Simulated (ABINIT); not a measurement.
# MoS2 (P6_3/mmc): G0W0 with ABINIT, start to end, part 3 of 3

How does a plane-wave GW calculation on MoS2 (P6_3/mmc) run from the first input to the gap?

ABINIT 10.8.3; LDA and many-body steps on it, plane waves. Known limits of the many-body steps: not at the basis limit; no spin-orbit coupling; coarse k mesh.

So far. Step 3 (Bands along the symmetry lines): The gap is 0.817 eV, as in the run before at this level. Step 4 (Empty states on the mesh, 3×3×1 mesh, 433 bands): On this mesh the gap is 1.022 eV. The earlier step found 0.817 eV, so this mesh misses an edge.

The database entry behind the starting cell differs from later determinations by our own check (about 0.3 % long), so it need not match the best structure at ambient conditions.

### Step 5. Screening, 3×3×1 mesh, 395 bands, screening to 179.6 eV

The RPA dielectric matrix is built and inverted for each q.

This step: RPA screening on LDA, plane waves, norm-conserving pseudopotentials.

Input file run.abi:

```
acell 3*1.0 Angstrom
rprim 
  3.169000000004 -0.000000000001 0.000000000000
  -1.584500000001 2.744434504597 0.000000000000
  0.000000000000 0.000000000000 12.324000000000
ntypat 2
znucl 42 16
natom 6
typat 1 1 2 2 2 2
xred 
  0.333333333333 0.666666666667 0.250000000000
  0.666666666667 0.333333333333 0.750000000000
  0.333333333333 0.666666666667 0.623000000000
  0.666666666667 0.333333333333 0.123000000000
  0.333333333333 0.666666666667 0.877000000000
  0.666666666667 0.333333333333 0.377000000000
pp_dirpath "pseudos"
pseudos "Mo.upf, S.upf"
ecut 36
ngkpt 3 3 1
nshiftk 1
shiftk 0 0 0
kptopt 1
chksymbreak 0
istwfk *1
occopt 1
irdwfk 1
optdriver 3
nband 395
ecuteps 6.6
inclvkb 2
awtr 1
symchi 1
indata_prefix "in"
outdata_prefix "out"
tmpdata_prefix "tmp"
```

Command:

```sh
OMP_NUM_THREADS=1 mpirun -n 4 abinit run.abi > log
```

Numbers of over 12 decimals in the logs are rounded to 6 here.

The log of the run:

```text
.Version 10.8.3 of ABINIT. v10.8.2 released Aug 2026.

 Symmetries : space group P6_3/m m c (#194); Bravais hP (primitive hexag.)
[... echo of the input left out ...]
== DATASET  1 ==================================================================
-   mpi_nproc: 4, omp_nthreads: 1 (-1 if OMP is not activated)

--- !DatasetInfo
iteration_state: {dtset: 1, }
dimensions: {natom: 6, nkpt: 3, mband: 395, nsppol: 1, nspinor: 1, nspden: 1, mpw: 7476, }
cutoff_energies: {ecut:  36.0, pawecutdg:  -1.0, }
electrons: {nelect:   5.20000000E+01, charge:   0.00000000E+00, occopt:   1.00000000E+00, tsmear:   1.00000000E-02, }

 SCREENING: Calculation of the susceptibility and dielectric matrices

 Based on a program developped by R.W. Godby, V. Olevano, G. Onida, and L. Reining.
 Incorporated in ABINIT by V. Olevano, G.-M. Rignanese, and M. Torrent.
.Using double precision arithmetic ; gwpc =  8

[... cell and pseudopotentials left out ...]
--------------------------------------------------------------------------------

 ==== K-mesh for the wavefunctions ====
 Number of points in the irreducible wedge :     3
[... list of points left out ...]
 Together with 24 symmetry operations and time-reversal symmetry
 yields     9 points in the full Brillouin Zone.

 ==== Q-mesh for the screening function ====
 Number of points in the irreducible wedge :     3
[... list of points left out ...]
 Together with 24 symmetry operations and time-reversal symmetry
 yields     9 points in the full Brillouin Zone.

 setmesh: FFT mesh size selected  =    20x   20x   90
          total number of points  =        36000

 vcoul_init : cutoff-mode = AUXILIARY_FUNCTION
 q-points for optical limit:   1
     1)      0.000010    0.000020    0.000030

- screening: taking advantage of time-reversal symmetry
- Maximum band index for partially occupied states nbvw = 26
- Remaining bands to be divided among processors   nbcw = 369
- Number of bands treated by each node ~92

 Number of electrons calculated from density =   52.0000; Expected =   52.0000
 average of density, n =  0.071892
 r_s =    1.4919
 omega_plasma =   25.8640 [eV]

 calculating chi0 at frequencies [eV] :
  1    0.000000E+00    0.000000E+00
  2    0.000000E+00    2.586399E+01

--------------------------------------------------------------------------------
  q-point number  1        q = ( 0.000000, 0.000000, 0.000000) [r.l.u.]
--------------------------------------------------------------------------------
[... chi0 elements left out ...]
 For q-point:  0.000010 0.000020 0.000030
  dielectric constant =  17.3838
  dielectric constant without local fields =  19.6913

  Average fulfillment of the sum rule on Im[epsilon] for q-point    1 :     88.48  [%]
[... wings left out ...]
  q-point number  2        q = ( 0.333333, 0.000000, 0.000000) [r.l.u.]
--------------------------------------------------------------------------------
[... chi0 elements left out ...]
  Average fulfillment of the sum rule on Im[epsilon] for q-point    2 :     87.43  [%]

 [... 1 further q-points ...]
```

The job ended after 96 s (4 MPI ranks of Arm Neoverse V1, shared host; peak memory 1.5 GiB).

Numbers from this step:

| Item | Value |
| --- | --- |
| ε∞ with local fields, on this mesh, along the program's q direction | 17.38 |
| the same without local fields | 19.69 |
| plasma frequency | 25.86 eV |
| plane waves in the screening matrix | 585 |

Local fields lower ε∞ by 12 %. On a Γ-centred mesh this coarse the value itself is usually too large, while a short band sum pulls it down.

### Step 6. Self-energy, 3×3×1 mesh, 395 bands, screening to 179.6 eV

The self-energy is evaluated for the states that the input lists, and the levels follow from it, in one-shot runs by the linearised quasiparticle equation.

This step: G0W0 on LDA, plane waves, norm-conserving pseudopotentials.

run.abi, as its differences from that of step 5:

```diff
@@ -27,8 +27,19 @@
 irdwfk 1
-optdriver 3
+optdriver 4
 nband 395
+gwcalctyp 0
+ecutsigx 36
+symsigma 1
+nkptgw 3
+kptgw 
+  0.0000000000 0.0000000000 0.0000000000
+  0.3333333333 0.0000000000 0.0000000000
+  0.3333333333 0.3333333333 0.0000000000
+bdgw 
+  13 32
+  13 32
+  13 32
 ecuteps 6.6
-inclvkb 2
-awtr 1
-symchi 1
+irdscr 1
+ppmodel 1
 indata_prefix "in"
```

The log of the run:

```text
.Version 10.8.3 of ABINIT. v10.8.2 released Aug 2026.

 Symmetries : space group P6_3/m m c (#194); Bravais hP (primitive hexag.)
[... echo of the input left out ...]
== DATASET  1 ==================================================================
-   mpi_nproc: 4, omp_nthreads: 1 (-1 if OMP is not activated)

--- !DatasetInfo
iteration_state: {dtset: 1, }
dimensions: {natom: 6, nkpt: 3, mband: 395, nsppol: 1, nspinor: 1, nspden: 1, mpw: 7476, }
cutoff_energies: {ecut:  36.0, pawecutdg:  -1.0, }
electrons: {nelect:   5.20000000E+01, charge:   0.00000000E+00, occopt:   1.00000000E+00, tsmear:   1.00000000E-02, }

 SIGMA: Calculation of the GW corrections

 Based on a program developped by R.W. Godby, V. Olevano, G. Onida, and L. Reining.
 Incorporated in ABINIT by V. Olevano, G.-M. Rignanese, and M. Torrent.
.Using double precision arithmetic ; gwpc =  8

[... cell and pseudopotentials left out ...]
--------------------------------------------------------------------------------

 ==== K-mesh for the wavefunctions ====
 Number of points in the irreducible wedge :     3
[... list of points left out ...]
 Together with 24 symmetry operations and time-reversal symmetry
 yields     9 points in the full Brillouin Zone.

 ==== Q-mesh for screening function ====
 Number of points in the irreducible wedge :     3
[... list of points left out ...]
 Together with 24 symmetry operations and time-reversal symmetry
 yields     9 points in the full Brillouin Zone.

 vcoul_init : cutoff-mode = AUXILIARY_FUNCTION
 q-points for optical limit:   1
     1)      0.000010    0.000020    0.000030
 setmesh: FFT mesh size selected  =    32x   32x  128
          total number of points  =       131072

 Number of electrons calculated from density =   52.0000; Expected =   52.0000
 average of density, n =  0.071892
 r_s =    1.4919
 omega_plasma =   25.8640 [eV]

 === KS Band Gaps ===
  >>>> For spin  1
   Minimum direct gap =   1.6485 [eV], located at k-point      :   0.3333  0.3333  0.0000
   Fundamental gap    =   1.0221 [eV], Top of valence bands at :   0.0000  0.0000  0.0000
                                       Bottom of conduction at :   0.3333  0.3333  0.0000
 SIGMA fundamental parameters:
 PLASMON POLE MODEL  1
 number of plane-waves for SigmaX                 7437
 number of plane-waves for SigmaC and W            585
 number of plane-waves for wavefunctions          7437
 number of bands                                   395
 number of independent spin polarizations            1
 number of spinorial components                      1
 number of k-points in IBZ                           3
 number of q-points in IBZ                           3
 number of symmetry operations                      24
 number of k-points in BZ                            9
 number of q-points in BZ                            9
 number of frequencies for dSigma/dE                 9
 frequency step for dSigma/dE [eV]                0.25
 number of omega for Sigma on real axis              0
 max omega for Sigma on real axis  [eV]           0.00
 zcut for avoiding poles [eV]                     0.10

 EPSILON^-1 parameters (SCR file):
 dimension of the eps^-1 matrix on file            585
 dimension of the eps^-1 matrix used               585
 number of plane-waves for wavefunctions          7437
 number of bands                                   395
 number of q-points in IBZ                           3
 number of frequencies                               2
 number of real frequencies                          1
 number of imag frequencies                          1

 matrix elements of self-energy operator (all in [eV])

 Perturbative Calculation

--- !SelfEnergy_ee
iteration_state: {dtset: 1, }
kpoint     : [   0.000,    0.000,    0.000, ]
spin       : 1
KS_gap     :    2.083
QP_gap     :    2.502
Delta_QP_KS:    0.419
data: !SigmaeeData |
     Band     E0 <VxcDFT>   SigX SigC(E0)      Z dSigC/dE  Sig(E)    E-E0       E
       13   1.363 -12.553 -17.398   4.037   0.775  -0.290 -13.180  -0.627   0.736
       14   2.430 -13.569 -17.765   3.550   0.757  -0.322 -14.058  -0.489   1.941
       15   4.719 -12.157 -15.822   2.744   0.772  -0.295 -12.868  -0.712   4.007
       16   4.983 -15.727 -18.596   2.512   0.757  -0.321 -15.997  -0.271   4.712
       17   4.983 -15.727 -18.596   2.512   0.757  -0.321 -15.997  -0.271   4.712
       18   4.996 -15.750 -18.599   2.498   0.759  -0.317 -16.016  -0.266   4.730
       19   4.996 -15.750 -18.599   2.498   0.759  -0.317 -16.016  -0.266   4.730
       20   6.083 -16.068 -18.282   1.804   0.769  -0.300 -16.383  -0.316   5.768
       21   6.083 -16.068 -18.282   1.804   0.769  -0.300 -16.383  -0.316   5.768
       22   6.130 -16.160 -18.330   1.774   0.770  -0.299 -16.464  -0.304   5.826
[...]
--- !SelfEnergy_ee
iteration_state: {dtset: 1, }
kpoint     : [   0.333,    0.000,    0.000, ]
spin       : 1
KS_gap     :    2.900
QP_gap     :    3.430
Delta_QP_KS:    0.531
data: !SigmaeeData |
     Band     E0 <VxcDFT>   SigX SigC(E0)      Z dSigC/dE  Sig(E)    E-E0       E
[...]
--- !SelfEnergy_ee
iteration_state: {dtset: 1, }
kpoint     : [   0.333,    0.333,    0.000, ]
spin       : 1
KS_gap     :    1.648
QP_gap     :    2.238
Delta_QP_KS:    0.589
data: !SigmaeeData |
     Band     E0 <VxcDFT>   SigX SigC(E0)      Z dSigC/dE  Sig(E)    E-E0       E
[...]
28   9.291 -17.585 -12.654  -4.341   0.767  -0.304 -17.132   0.452   9.743
       29  10.008 -14.573  -9.752  -4.397   0.784  -0.275 -14.241   0.332  10.341
       30  11.071 -17.252 -12.041  -4.764   0.757  -0.320 -16.914   0.338  11.409
       31  11.071 -17.252 -12.041  -4.764   0.757  -0.320 -16.914   0.338  11.409
       32  11.097 -16.194 -10.846  -4.856   0.771  -0.297 -15.815   0.379  11.476

 New Fermi energy :        3.268867E-01 Ha ,    8.895039E+00 eV

 === QP Band Gaps ===
  >>>> For spin  1
   Minimum direct gap =   2.2378 [eV], located at k-point      :   0.3333  0.3333  0.0000
   Fundamental gap    =   1.6961 [eV], Top of valence bands at :   0.0000  0.0000  0.0000
                                       Bottom of conduction at :   0.3333  0.3333  0.0000

== END DATASET(S) ==============================================================
================================================================================

 -outvars: echo values of variables after computation  --------
           etotal      0.0000000000E+00
            nband         395
             nkpt           3
          spgroup         194
 [... the other variables as echoed above ...]

 Calculation completed.
```

Wall time 6.9 min (4 MPI ranks); peak memory 1.6 GiB; 27 min of CPU time.

Numbers from this step:

```
G0W0 gap on the points computed              : 1.696 eV
starting gap on the mesh                     : 1.022 eV
k of the valence top                         : 0, 0, 0
k of the conduction bottom                   : 0.3333, 0.3333, 0
Z at the valence top                         : 0.767
Z at the conduction bottom                   : 0.767
least direct G0W0 gap on the computed points : 2.238 eV
```

The gap on the mesh goes from 1.02 eV to 1.70 eV, a correction of +0.67 eV. The start differs from the 0.82 eV found before because the two sample other k points.

Limits: finite bands, cutoff and mesh; no spin-orbit coupling; coarse k mesh. v1 is the top filled band, c1 the lowest empty one. Levels before and after the correction, in eV, zero at the valence-band top of each column:

```csv
,conduction bottom,valence top
Kohn-Sham,1.02,0.00
G0W0,1.70,0.00
```

```csv
,level,energy (eV)
Kohn-Sham,Γ v3,-1.201
Kohn-Sham,Γ v2,-1.160
Kohn-Sham,Γ v1,0.000
Kohn-Sham,Γ c1-c2,2.083
Kohn-Sham,Γ c3,2.111
Kohn-Sham,(0.333 0.333 0) v3,-2.676
Kohn-Sham,(0.333 0.333 0) v2,-0.800
Kohn-Sham,(0.333 0.333 0) v1,-0.626
Kohn-Sham,(0.333 0.333 0) c1-c2,1.022
Kohn-Sham,(0.333 0.333 0) c3,1.740
G0W0,Γ v3,-1.141
G0W0,Γ v2,-1.631
G0W0,Γ v1,0.000
G0W0,Γ c1-c2,2.502
G0W0,Γ c3,2.518
G0W0,(0.333 0.333 0) v3,-3.037
G0W0,(0.333 0.333 0) v2,-0.713
G0W0,(0.333 0.333 0) v1,-0.542
G0W0,(0.333 0.333 0) c1-c2,1.696
G0W0,(0.333 0.333 0) c3,2.294
```

### Step 7. Where the time went

Times are wall times on the hardware named with each run, good to a factor of about two.

```csv
step,time,share,memory (GiB)
ground state,46 s,5 %,0.43
bands along the symmetry lines,94 s,10 %,0.63
empty states on the mesh,4.2 min,28 %,0.44
screening,96 s,11 %,1.5
self-energy,6.9 min,46 %,1.6
```

### Step 8. What came out

```
LDA gap                              : 0.82 eV, indirect
G0W0 gap on the mesh                 : 1.70 eV
G0W0 gap over the zone (rigid shift) : 1.49 eV
GW settings                          : 3×3×1 mesh, 395 bands, screening to 179.6 eV, Godby-Needs plasmon pole
known limits                         : not at the basis limit; no spin-orbit coupling; coarse k mesh
```

**Reading.** G0W0 moves the gap on the mesh from 1.02 eV to 1.70 eV (+0.67 eV), with Z of 0.77 and 0.77 at the edges. The mesh misses the band edges by 0.20 eV in all; a rigid shift gives 1.49 eV for the zone. Local fields lower the RPA ε∞ on this mesh from 19.69 to 17.38; a Γ-centred mesh this coarse tends to raise both, most where the direct gap is narrow, while a short band sum lowers them. The dearest step here is «self-energy». Bands and cutoff are finite, so the gap is not at the basis limit. The miss can reach some tenths of an eV and take either sign; the mesh is an error of its own. A denser mesh or path gives a starting gap of 0.82 eV: the GW mesh misses a band edge, so its gaps are not the fundamental one. The 3×3×1 mesh is coarse for this cell, which bears on the long-range parts of exchange and screening. The many-body steps are scalar-relativistic: spin-orbit coupling is not in them.

[Paths, hosts, dates, memory and timing lines, banners, echoed tables and standing remarks are left out of the program output.]

[Logs are printed without paths, hosts, clocks, repeated set-up lines and the standing remarks that a program may print on its own settings, such as how far it seeks lower states.]

[Runs of the session that timed out or met a known fault of the program may be left out.]

[Hosts, paths, dates, database ids (printed as entryN), source tags and the programs' standing remarks are cut or masked in the printed files.]

[G0W0 gaps are taken among the corrected bands and points alone; a level outside them can change the order at an edge.]

[Where Ansatz stands beside ABINIT at settings called matched, ABINIT's density can come from a denser mesh and the files from another edition; pairs whose starting gaps differed by over 0.03 eV were left out, so agreement reads better than it is.]
